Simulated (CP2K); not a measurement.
Consider 3-chlorothiophene at its PBE geometry (Å).

```xyz
9

Cl   -2.2004   -1.3615   -0.5086
C    -0.8308   -0.3553   -0.1605
C     0.5037   -0.8534   -0.1239
C     1.4028    0.1423    0.1753
S     0.6256    1.6573    0.4073
C    -0.9280    0.9920    0.1073
H     0.7679   -1.8908   -0.3110
H     2.4814    0.0645    0.2705
H    -1.8220    1.6049    0.1435
```

Method: CP2K XAS_TDP, all-electron GAPW, PBEh(45%), aug-pc-1, TDA, GW2X-corrected core level, no relativity.

Question: Predict the bright core excitations at the C K edge.

Leading lines: C2 287.52 eV, C3 286.79 eV, C4 286.41 eV and C6 286.35 eV. The leading line of an atom is its first one with 35 % of the strongest within 2.5 eV of its lowest line over the strength cut. Core ionisation energies at this level: C3 291.59, C4 291.78, C2 292.38 and C6 291.61 eV.

The first six lines of each atom with a strength over 0.0015:

```csv
atom,energy (eV),states,"strength, one atom",above the computed threshold
C2 (bonded to 2 C and Cl),287.52,1,0.0511,
,288.51,1,0.0486,
,289.81,1,0.0092,
,290.85,1,0.0020,
,291.10,1,0.0059,
,291.75,1,0.0019,
C3 (bonded to 2 C and H),286.79,1,0.0469,
,289.08,1,0.0093,
,289.53,1,0.0126,
,289.94,1,0.0020,
,290.31,1,0.0035,
,290.69,1,0.0021,
"C4 (bonded to C, S and H)",286.41,1,0.0521,
,288.96,1,0.0304,
,289.68,1,0.0151,
,290.42,1,0.0043,
,290.85,1,0.0027,
,291.24,1,0.0021,
"C6 (bonded to C, S and H)",286.35,1,0.0496,
,288.65,1,0.0290,
,289.56,1,0.0121,
,290.55,1,0.0091,
,290.73,1,0.0030,
,291.17,1,0.0022,
```

Lines are vertical, at one geometry, with no vibrational structure. GW2X ionisation energies and lines can be off by 1 to 2 eV either way, and a good line position may hide errors that cancel. These values hold no scalar relativity, about 0.1 eV for C 1s. Rydberg lines, and the discretised continuum above threshold, depend on the basis and the box.

[Banner, clock and machine lines of the logs are left out without a mark of their own.]

[Logs are printed without paths, hosts, clocks, repeated set-up lines and the standing remarks that a program may print on its own settings, such as how far it seeks lower states.]

[Hosts, paths, dates, database ids (printed as entryN), source tags and the programs' standing remarks are cut or masked in the printed files.]
